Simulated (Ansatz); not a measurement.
## A hypothetical structure for GdGe2Os2

This structure for GdGe2Os2 is made up. Its elements were placed in a known structure type with a cell scaled to their sizes. What cell does the guess relax to, and how far off was it?

Calculated with Ansatz 0.2.0; DFT, PBEsol, plane-wave PAW, default files, scalar-relativistic, ferromagnetic start, cell and ions relaxed at zero pressure, in the first sound run; inputs show where later runs differ.

## (1) Starting point

Symmetry: I4/mmm, No. 139, tetragonal system. The conventional cell has a = 4.025 Å, b = 4.025 Å, c = 10.308 Å, α = 90.00°, β = 90.00°, γ = 90.00°. Nearest to Os lie 4 Ge at 2.37 Å and 4 Os at 2.85 Å and 4 Gd at 3.27 Å. Gd has 8 Ge at 3.14 Å and 8 Os at 3.27 Å nearest. Ge has 4 Os at 2.37 Å and 1 Ge at 2.66 Å and 4 Gd at 3.14 Å nearest. Farther neighbours are not listed.

Coordinates:

```cif
data_structure
_symmetry_space_group_name_H-M 'I4/mmm'
_symmetry_Int_Tables_number 139
_cell_length_a 4.0250
_cell_length_b 4.0250
_cell_length_c 10.3080
_cell_angle_alpha 90.000
_cell_angle_beta 90.000
_cell_angle_gamma 90.000
_cell_volume 167.00
loop_
_atom_site_label
_atom_site_type_symbol
_atom_site_symmetry_multiplicity
_atom_site_Wyckoff_symbol
_atom_site_fract_x
_atom_site_fract_y
_atom_site_fract_z
_atom_site_occupancy
Os1 Os 4 d 0.00000 0.50000 0.25000 1
Gd1 Gd 2 a 0.00000 0.00000 0.00000 1
Ge1 Ge 4 e 0.50000 0.50000 0.12890 1
```

## (2) Relaxing cell and atoms

The guess takes its coordinates from another compound and its volume from a rule, so the cell and any free coordinates are relaxed together.

The input, input.yaml:

```yaml
crystal:
  lattice:
    - [-2.0125, 2.0125, 5.154]
    - [2.0125, -2.0125, 5.154]
    - [2.0125, 2.0125, -5.154]
  atoms:
    - { symbol: Os, position: [0.75, 0.25, 0.5], spin: 1.0 }
    - { symbol: Os, position: [0.25, 0.75, 0.5], spin: 1.0 }
    - { symbol: Gd, position: [0.0, 0.0, 0.0], spin: 7.0 }
    - { symbol: Ge, position: [0.6289, 0.6289, 0.0] }
    - { symbol: Ge, position: [0.3711, 0.3711, 0.0] }
magnetization:
  spin_polarized: true
kpoints:
  mp_grid: { grid: [9, 9, 9] }
scf:
  occupations: { method: fermi_dirac, width: 0.05 }
hamiltonian:
  xc: pbesol
  pseudopotentials: { kind: paw }
relax:
  f_tol: 0.015
  max_steps: 70
  cell: {}
output:
  forces: true
  stress: true
```

Launch:

```console
$ ansatz run input.yaml --threads 4 --pin off --max-ram 10240MiB --backend cpu --events-out ev --progress --plain --runs-dir out
```

Numbers of over 12 decimals in the logs are rounded to 6 here.

What it wrote:

```text
basis.fft_grid_basis auto: the FFT boxes are laid along the combinations [[1, 0, 1], [0, 1, 1], [0, 0, 1]] of the cell's own vectors, 4.025, 4.025 and 5.888 Å long. The dense box has 27×27×40 points. Along the cell's own vectors, as sized, it would have 40×40×40, 2.19 times as many. Of the 16 symmetry operations that the crystal satisfies within crystal.symmetry.tolerance (time reversal apart; of a slab, those that k [...]
Engine: ansatz 0.2.0, x86_64-unknown-linux-gnu
Pseudopotentials: kind: paw
Pseudopotential: Os, paw, valence charge 16, recommended cutoff 420 eV (normal), Os.paw.azcp
Pseudopotential: Gd, paw, valence charge 18, recommended cutoff 420 eV (normal), Gd.paw.azcp
Pseudopotential: Ge, paw, valence charge 14, recommended cutoff 420 eV (normal), Ge.paw.azcp
Functional definition: PBEsol
  exchange = pbesol_x
  correlation = pbesol_c
Crystal: 5 atoms, lattice volume = 83.498 Å³
Basis set: ecut = 420 eV, 1645 PW (Γ), FFT grids on a1+a3, a2+a3, a3, exchange–correlation on 54×54×80 points (8 copies of the dense FFT grid, shifted against one another)
Bands: 53, of which v1, the nominal top of the filled ones, is band 39 counted from 1 (38 counted from 0)
Symmetry: 16 space group operations
Space group: I4/mmm (ITA 139), of the structure as read, at distance tolerance 4.4e-5 Å
Magnetic group: BNS 139.531 (UNI 1191), of the structure as read, at distance tolerance 4.4e-5 Å
k-points: 75 of 729
Non-local potential: Os, projectors of the file, l = 0: 3, l = 1: 2, l = 2: 2, l = 3: 1
Non-local potential: Gd, projectors of the file, l = 0: 3, l = 1: 2, l = 2: 2, l = 3: 3
Non-local potential: Ge, projectors of the file, l = 0: 2, l = 1: 2, l = 2: 3, l = 3: 1
PAW form: soft (Blöchl's): semilocal exchange-correlation on the pseudo side does not see the compensation charge
PAW frozen core: Os, regenerated for the run's functional, and the local potential with it (the file was generated under x = pbe(κ = 0.804, μ = 0.219515), c = pbe(β = 0.066725))
PAW frozen core: Gd, regenerated for the run's functional, and the local potential with it (the file was generated under x = pbe(κ = 0.804, μ = 0.219515), c = pbe(β = 0.066725))
PAW frozen core: Ge, regenerated for the run's functional, and the local potential with it (the file was generated under x = pbe(κ = 0.804, μ = 0.219515), c = pbe(β = 0.066725))
PAW one-centre angular grid: Os, 590 points (default); XC on 64 Gauss nodes
PAW one-centre angular grid: Gd, 590 points (default); XC on 64 Gauss nodes
PAW one-centre angular grid: Ge, 590 points (default); XC on 64 Gauss nodes
Initial density: superposition of atomic densities (chi_scale 0.1, normalization cell, long waves kept (reshape's long-wave potential 0.00 eV rms))
Starting moments: Σ|m| = 9 μB on 3 of 5 sites
Initial wavefunctions: pseudopotential atomic-orbital guess
Functional: x = pbesol(κ = 0.804, μ = 0.123457), c = pbesol(β = 0.046)
SCF iter   1: F=—  HF=-40239.765809 eV  |F-HF|=—  |Δ(HF+E_count)|=         —  Δρ=4.64e-2 (↑4.64e-2 ↓3.08e-2)  dr2=8.51e0  dr2_m=1.45e-1  M=7.816 μB ∫|m|=7.960 μB  β_m=0.30  ethr=3.10e-3  ⟨swp⟩=6.1  Hψ=26424  notcnv=0  defer=1
Mixer restart at iter 1: flushing history
preconditioner: auto → Kerker (q_TF=auto, 2.697 Å⁻¹)  [metal: Δε(μ)=0.005 eV  Ē_g=15.097 eV  σ=0.050 eV  W_gap=0.02  n_scr=32 (ndim 8)  ℏωp=31.5 eV  f_vac=0.000  D(μ)=4.43/eV (n_scr^D=32)]
spin=Collinear: Kerker preconditioning applied to the charge; magnetization (m = ρ↑ − ρ↓) channel mixes plain (no charge-response kernel on spin).
SCF iter   2: F=—  HF=-40238.040696 eV  |F-HF|=—  |Δ(HF+E_count)|=    1.73e0  Δρ=2.94e-2 (↑2.94e-2 ↓1.94e-2)  dr2=2.78e0  dr2_m=9.62e-2  M=7.713 μB ∫|m|=7.853 μB  β_m=0.47  ethr=3.10e-3  ⟨swp⟩=3.1  Hψ=13356  notcnv=0  defer=439
SCF iter   3: F=—  HF=-40237.851664 eV  |F-HF|=—  |Δ(HF+E_count)|=   1.89e-1  Δρ=1.29e-2 (↑9.05e-3 ↓1.29e-2)  dr2=2.41e-1  dr2_m=5.26e-2  M=7.517 μB ∫|m|=7.632 μB  β_m=0.54  ethr=3.10e-3  ⟨swp⟩=2.5  Hψ=12346  notcnv=0  defer=425
SCF iter   4: F=—  HF=-40238.369456 eV  |F-HF|=—  |Δ(HF+E_count)|=         —  Δρ=1.86e-2 (↑8.93e-3 ↓1.86e-2)  dr2=3.34e-1  dr2_m=1.26e-1  M=7.011 μB ∫|m|=7.098 μB  β_m=0.54  ethr=3.09e-4  ⟨swp⟩=2.1  Hψ=10029  notcnv=0  defer=423
Mixer restart at iter 4: flushing history
SCF iter   5: F=—  HF=-40238.580384 eV  |F-HF|=—  |Δ(HF+E_count)|=   2.11e-1  Δρ=1.26e-2 (↑4.56e-3 ↓1.26e-2)  dr2=2.57e-1  dr2_m=4.74e-2  M=6.994 μB ∫|m|=7.062 μB  β_m=0.63  ethr=3.09e-4  ⟨swp⟩=2.6  Hψ=11060  notcnv=0  defer=425
SCF iter   6: F=—  HF=-40238.660687 eV  |F-HF|=—  |Δ(HF+E_count)|=   8.03e-2  Δρ=4.19e-3 (↑1.63e-3 ↓4.19e-3)  dr2=5.28e-2  dr2_m=2.00e-3  M=7.015 μB ∫|m|=7.113 μB  β_m=0.85  ethr=3.09e-4  ⟨swp⟩=3.0  Hψ=13880  notcnv=0  defer=450
SCF iter   7: F=—  HF=-40238.672390 eV  |F-HF|=—  |Δ(HF+E_count)|=   1.17e-2  Δρ=1.85e-3 (↑1.85e-3 ↓7.96e-4)  dr2=4.20e-3  dr2_m=3.73e-4  M=7.035 μB ∫|m|=7.140 μB  β_m=0.72  ethr=6.77e-5  ⟨swp⟩=2.7  Hψ=15355  notcnv=0  defer=445
SCF iter   8: F=—  HF=-40238.669790 eV  |F-HF|=—  |Δ(HF+E_count)|=   2.60e-3  Δρ=7.30e-4 (↑7.30e-4 ↓5.61e-4)  dr2=1.21e-3  dr2_m=8.39e-5  M=7.039 μB ∫|m|=7.143 μB  β_m=0.77  ethr=5.38e-6  ⟨swp⟩=2.3  Hψ=15045  notcnv=0  defer=443
SCF iter   9: F=—  HF=-40238.669500 eV  |F-HF|=—  |Δ(HF+E_count)|=   2.90e-4  Δρ=1.81e-4 (↑1.81e-4 ↓1.48e-4)  dr2=9.69e-5  dr2_m=2.24e-6  M=7.036 μB ∫|m|=7.145 μB  β_m=0.89  ethr=1.56e-6  ⟨swp⟩=2.0  Hψ=13144  notcnv=0  defer=441
SCF iter  10: F=—  HF=-40238.669514 eV  |F-HF|=—  |Δ(HF+E_count)|=   1.40e-5  Δρ=5.21e-5 (↑4.07e-5 ↓5.21e-5)  dr2=1.70e-5  dr2_m=1.68e-7  M=7.035 μB ∫|m|=7.144 μB  β_m=0.94  ethr=1.24e-7  ⟨swp⟩=2.0  Hψ=12781  notcnv=0  defer=441
SCF iter  11: F=—  HF=-40238.669511 eV  |F-HF|=—  |Δ(HF+E_count)|=   2.46e-6  Δρ=3.04e-5 (↑2.62e-5 ↓3.04e-5)  dr2=1.80e-6  dr2_m=1.00e-7  M=7.035 μB ∫|m|=7.145 μB  β_m=0.76  ethr=2.18e-8  ⟨swp⟩=2.0  Hψ=12460  notcnv=0  defer=441
SCF iter  12: F=—  HF=-40238.669509 eV  |F-HF|=—  |Δ(HF+E_count)|=   2.70e-6  Δρ=1.99e-5 (↑1.11e-5 ↓1.99e-5)  dr2=1.29e-6  dr2_m=5.20e-8  M=7.035 μB ∫|m|=7.145 μB  β_m=0.88  ethr=2.30e-9  ⟨swp⟩=2.0  Hψ=12854  notcnv=0  defer=441
SCF iter  13: F=—  HF=-40238.669509 eV  |F-HF|=—  |Δ(HF+E_count)|=   6.18e-7  Δρ=4.26e-6 (↑4.26e-6 ↓3.43e-6)  dr2=6.09e-8  dr2_m=5.05e-10  M=7.035 μB ∫|m|=7.144 μB  β_m=0.94  ethr=1.65e-9  ⟨swp⟩=2.0  Hψ=12514  notcnv=0  defer=441
SCF iter  14: F=—  HF=-40238.669509 eV  |F-HF|=—  |Δ(HF+E_count)|=   9.61e-9  Δρ=2.68e-6 (↑1.55e-6 ↓2.68e-6)  dr2=2.93e-8  dr2_m=1.02e-9  M=7.035 μB ∫|m|=7.144 μB  β_m=0.97  ethr=7.81e-11  ⟨swp⟩=2.0  Hψ=13070  notcnv=0  defer=441
[...]
SCF 3 converged in 10 iterations: F = -40239.079464 eV  dr2 = 3.23e-8
relax step   3: F+E_penalty+E_count = -40239.07946358 eV  Δ(F+E_penalty+E_count) = -2.703e-2 eV  max|allowed force component| = 2.476e-1 eV/Å  Δτ_max = 0.0170 Å  P = +0.210 GPa  Ω = 87.499 Å³  energy of the carried Pulay correction = -1.416e-3 eV  (10 SCF iters, dr2 threshold 5.00e-7 eV, accepted)
[...]
relax step   4: F+E_penalty+E_count = -40239.08382670 eV  Δ(F+E_penalty+E_count) = -4.363e-3 eV  max|allowed force component| = 1.699e-2 eV/Å  Δτ_max = 0.0102 Å  P = -0.094 GPa  Ω = 87.879 Å³  energy of the carried Pulay correction = -1.547e-3 eV  (8 SCF iters, dr2 threshold 5.00e-7 eV, accepted)
[...]
relax step   5: F+E_penalty+E_count = -40239.08386966 eV  Δ(F+E_penalty+E_count) = -4.296e-5 eV  max|allowed force component| = 4.550e-3 eV/Å  Δτ_max = 0.0007 Å  P = -0.006 GPa  Ω = 87.846 Å³  energy of the carried Pulay correction = -1.536e-3 eV  (8 SCF iters, dr2 threshold 4.27e-8 eV, accepted)
Basis set: ecut = 420 eV, 1677 PW (Γ), FFT grids on a1+a3, a2+a3, a3, exchange–correlation on 60×60×80 points (8 copies of the dense FFT grid, shifted against one another)
Initial wavefunctions: pseudopotential atomic-orbital guess (no wavefunctions were taken with the density)
iter 1 solved again at ethr=1.35e-7 eV; its pass at ethr=3.10e-3 eV (dr2=1.05e-4 eV) is discarded
SCF iter   1: F=—  HF=-40239.084877 eV  |F-HF|=—  |Δ(HF+E_count)|=         —  Δρ=6.61e-4 (↑6.60e-4 ↓6.61e-4)  dr2=3.45e-5  dr2_m=5.62e-7  M=7.036 μB ∫|m|=7.134 μB  β_m=0.65  ethr=1.35e-7  ⟨swp⟩=3.0  Hψ=49248  notcnv=0
preconditioner: auto → Kerker (q_TF=auto, 2.675 Å⁻¹)  [metal: Δε(μ)=0.007 eV  Ē_g=15.610 eV  σ=0.050 eV  W_gap=0.03  n_scr=32 (ndim 8)  ℏωp=30.7 eV  f_vac=0.000  D(μ)=2.97/eV (n_scr^D=30)]
spin=Collinear: Kerker preconditioning applied to the charge; magnetization (m = ρ↑ − ρ↓) channel mixes plain (no charge-response kernel on spin).
SCF iter   2: F=—  HF=-40239.085695 eV  |F-HF|=—  |Δ(HF+E_count)|=   8.19e-4  Δρ=2.39e-4 (↑2.39e-4 ↓2.39e-4)  dr2=4.83e-6  dr2_m=8.25e-8  M=7.036 μB ∫|m|=7.134 μB  β_m=0.65  ethr=4.42e-8  ⟨swp⟩=1.2  Hψ=7975  notcnv=0
SCF iter   3: F=—  HF=-40239.085809 eV  |F-HF|=—  |Δ(HF+E_count)|=   1.13e-4  Δρ=7.89e-6 (↑7.89e-6 ↓7.18e-6)  dr2=3.72e-8  dr2_m=3.87e-9  M=7.036 μB ∫|m|=7.134 μB  β_m=0.55  ethr=6.19e-9  ⟨swp⟩=1.9  Hψ=8649  notcnv=0
SCF iter   4: F=—  HF=-40239.085809 eV  |F-HF|=—  |Δ(HF+E_count)|=   7.20e-8  Δρ=3.31e-6 (↑2.74e-6 ↓3.31e-6)  dr2=3.67e-8  dr2_m=1.74e-10  M=7.036 μB ∫|m|=7.134 μB  β_m=0.78  ethr=4.77e-11  ⟨swp⟩=2.0  Hψ=13764  notcnv=0
SCF iter   5: F=—  HF=-40239.085809 eV  |F-HF|=—  |Δ(HF+E_count)|=   1.01e-7  Δρ=2.21e-6 (↑1.92e-6 ↓2.21e-6)  dr2=4.23e-8  dr2_m=1.29e-10  M=7.036 μB ∫|m|=7.134 μB  β_m=0.89  ethr=4.70e-11  ⟨swp⟩=2.0  Hψ=12718  notcnv=0
SCF iter   6: F=—  HF=-40239.085809 eV  |F-HF|=—  |Δ(HF+E_count)|=   3.18e-8  Δρ=1.70e-6 (↑1.57e-6 ↓1.70e-6)  dr2=3.01e-8  dr2_m=8.16e-11  M=7.036 μB ∫|m|=7.134 μB  β_m=0.94  ethr=4.70e-11  ⟨swp⟩=2.0  Hψ=10011  notcnv=0
SCF iter   7: F=—  HF=-40239.085809 eV  |F-HF|=—  |Δ(HF+E_count)|=  4.15e-10  Δρ=9.26e-7 (↑8.69e-7 ↓9.26e-7)  dr2=1.44e-9  dr2_m=3.96e-11  M=7.036 μB ∫|m|=7.134 μB  β_m=0.74  ethr=3.85e-11  ⟨swp⟩=2.1  Hψ=12504  notcnv=0
SCF iter   8: F=—  HF=-40239.085809 eV  |F-HF|=—  |Δ(HF+E_count)|=   2.28e-9  Δρ=5.46e-7 (↑3.33e-7 ↓5.46e-7)  dr2=8.38e-10  dr2_m=2.94e-11  M=7.036 μB ∫|m|=7.134 μB  β_m=0.87  ethr=1.85e-12  ⟨swp⟩=2.0  Hψ=12349  notcnv=0
SCF iter   9: F=—  HF=-40239.085811 eV  |F-HF|=—  |Δ(HF+E_count)|=   1.70e-6  Δρ=1.98e-7 (↑1.98e-7 ↓1.50e-7)  dr2=7.26e-11  dr2_m=2.58e-12  M=7.036 μB ∫|m|=7.134 μB  β_m=0.93  ethr=1.07e-12  ⟨swp⟩=2.7  Hψ=14104  notcnv=0
SCF iter  10: F=—  HF=-40239.085811 eV  |F-HF|=—  |Δ(HF+E_count)|=  7.28e-11  Δρ=5.42e-8 (↑5.42e-8 ↓4.80e-8)  dr2=6.98e-12  dr2_m=2.97e-13  M=7.036 μB ∫|m|=7.134 μB  β_m=0.96  ethr=1.00e-12  ⟨swp⟩=1.0  Hψ=7951  notcnv=0
SCF iter  11: F=-40239.085811 eV  HF=-40239.085811 eV  |F-HF|=7.28e-12  |Δ(HF+E_count)|=  2.18e-11  Δρ=2.69e-8 (↑1.52e-8 ↓2.69e-8)  dr2=9.27e-13  dr2_m=1.63e-13  M=7.036 μB ∫|m|=7.134 μB  ethr=1.00e-12  ⟨swp⟩=2.9  Hψ=23091  notcnv=0
SCF 6 converged in 11 iterations: F = -40239.085811 eV  dr2 = 9.27e-13
relax step   6: F+E_penalty+E_count = -40239.08581060 eV  Δ(F+E_penalty+E_count) = -1.941e-3 eV  max|allowed force component| = 4.824e-3 eV/Å  Δτ_max = 0.0000 Å  P = +0.013 GPa  Ω = 87.846 Å³  stress off target by 3.52e-2 GPa  SCF on the basis re-selected at this cell (its energy is not comparable with the rows above)  (11 SCF iters)
basis re-selected at this cell: Δ(F+E_penalty+E_count) = -1.941e-3 eV, ΔP = +0.019 GPa vs the last step (what re-selecting the basis moved, of the pressure what is left beyond the Pulay correction that the steps carried, after the strain that the cell walked since its last selection, with what the two solves' SCF thresholds leave and, on support functions, any second-order correction that the steps lacked; it is no measure of the basis error at this ecutwfc). The dense FFT grid was sized anew with the basis: this SCF ran on 30×30×40 points, the steps before it on 27×27×40, so part of this shift can come from that change (see relax.cell in the input reference). [rest of the remark cut]
SCF converged after 11 iterations
Magnetization: 7.0362 μB (42.5181 up, 35.4819 down)
Absolute magnetization: 7.1340 μB (∫|ρ↑−ρ↓|, with the PAW one-centre terms)
Spin contamination: 0.0874 ħ² per cell (⟨S²⟩ above its minimum at these occupations)
Per-site moments (μB) at R_I (Å): [(-0.010742, 1.005920), (-0.010742, 1.005920), (6.968883, 1.326735), (-0.00522814, 1.005920), (-0.00522814, 1.005920)]
Free energy (F): -40239.085811 eV
Harris-Foulkes:  -40239.085811 eV  (|F-HF|=7.28e-12)
Internal energy: -40239.060810 eV  (E = F + TS)
E sigma→0 (E₀):  -40239.073310 eV
Entropy (-TS):   -0.025001 eV (-5.000 meV/atom)
Fermi energy:    17.297492 eV
--- Per-component energies (eV) ---
  E_band       = -359.748856
  E_kinetic    = 1761.850587
  E_local      = -8141.940346  (includes V_loc(G=0)·N_el)
  E_nonlocal   = 1139.923472
  E_hartree    = 3499.438962
  E_xc         = -915.539508
  E_vxc        = -954.055864  (∫ρ·V_xc dr)
  E_paw        = -28069.878262  (= ΣΔE_a)
  E_vpaw       = -1164.405036  (= ΣTr[D̂ρ^β])
  E_aug_tail   = 0.000441  (compensation charges beyond the density's cutoff)
  E_ewald      = -9515.909065
  E_core_change = 2.992909  (= ΣΔE_core)
  E_smearing   = -0.025001  (= −TS)
  E_closure    = 0.000000  (closes the sum)
  Σ components = -40239.085811   (vs F -40239.085811, Δ=0.00e0)
--- Forces (eV/Å), atoms counted from 1 ---
  atom   1  Os    -0.00000000     0.00000000     0.00000000
  atom   2  Os     0.00000000     0.00000000     0.00000000
  atom   3  Gd     0.00000000     0.00000000     0.00000000
  atom   4  Ge     0.00000000    -0.00000000     0.00482400
  atom   5  Ge     0.00000000     0.00000000    -0.00482400
  max |Σ_I F_I| component: 2.21e-17 eV/Å
--- Stress (GPa, compression-positive) ---
        0.035250       0.000000       0.000000
        0.000000       0.035250       0.000000
        0.000000       0.000000      -0.031762
  P = ⅓ Tr σ = 0.0129 GPa (0.129 kbar)
--- Relaxed structure (5 steps of the walk, 5 accepted, 1 SCFs on fresh bases) ---
  F+E_penalty+E_count = -40239.08581060 eV   max|allowed force component| = 4.824e-3 eV/Å   (the final SCF, on the basis selected at the relaxed cell)
  cell:  # Å, volume = 87.8465 Å³
    - [-2.094198, 2.094198, 5.007592]
    - [2.094198, -2.094198, 5.007592]
    - [2.094198, 2.094198, -5.007592]
  atoms:
    - { symbol: Os, position: [0.75, 0.25, 0.5] }
    - { symbol: Os, position: [0.25, 0.75, 0.5] }
    - { symbol: Gd, position: [1.0307704006944075e-19, 1.0307704006944077e-19, 0] }
    - { symbol: Ge, position: [0.625246, 0.625246, 0] }
    - { symbol: Ge, position: [0.374754, 0.374754, 0] }
```

Wall time 24 s (4 threads of AMD EPYC 9R45 (Zen 5), shared host); peak memory 0.92 GiB; 87 s of CPU time.

Step by step:

```
step  energy less that of the first step (eV)  largest force component (eV/Å)  pressure (GPa)  volume (Å³)
   1                                   0.0000                          2.0431           14.56        83.50
   2                                  -0.3829                          0.1666           -4.29        90.16
   3                                  -0.4100                          0.2476            0.21        87.50
   4                                  -0.4143                          0.0170           -0.09        87.88
   5                                  -0.4144                          0.0046           -0.01        87.85
  6*                                  -0.4163                          0.0048            0.01        87.85
```

Relaxation steps marked * repeat the geometry before them on a plane-wave basis chosen anew for their cell, so energy and pressure can jump there.

The run keeps the 16 symmetry operations that it works with, so distortions that break them were not tested.

| conventional cell, symmetrised | before | after | change |
| --- | --- | --- | --- |
| a (Å) | 4.025 | 4.188 | +4.1 % |
| b (Å) | 4.025 | 4.188 | +4.1 % |
| c (Å) | 10.308 | 10.015 | -2.8 % |
| volume (Å³/atom) | 16.70 | 17.57 | +5.2 % |

The atoms that moved most (Å, as changes of fractional coordinates times the final cell):

```
atom     dx     dy      dz  length
 Ge5  0.000  0.000   0.037   0.037
 Ge4  0.000  0.000  -0.037   0.037
```

Numbers from this step:

```yaml
free_energy: -40239.0858 eV
energy_at_zero_smearing: -40239.0733 eV
smearing_term_ts: 0.02500 eV
fermi_energy: 17.30 eV
magnetization: 7.036 μB
absolute_magnetization: 7.134 μB
site_moments: -0.01074, -0.01074, 6.969, -0.005228, -0.005228 μB
electrons: 78
symmetry_operations: 16
pressure: 0.01291 GPa
```

Site moment by atom:

```csv
atom,site moment (μB)
Os1,-0.01
Os2,-0.01
Gd3,6.97
Ge4,-0.01
Ge5,-0.01
```

Shortest distances by pair of elements, guess and relaxed (not always the same contact):

```csv
pair,guess (Å),relaxed (Å)
Ge–Os,2.368,2.439
Ge–Ge,2.657,2.509
Os–Os,2.846,2.962
Gd–Ge,3.141,3.216
Gd–Os,3.270,3.264
```

The relaxation ends with a largest force component of 0.0048 eV/Å and a pressure of 0.01 GPa.

[end of part 1 of 2]

[Logs are printed without paths, hosts, clocks, repeated set-up lines and the standing remarks that a program may print on its own settings, such as how far it seeks lower states.]

[Hosts, paths, dates, database ids (printed as entryN), source tags and the programs' standing remarks are cut or masked in the printed files.]
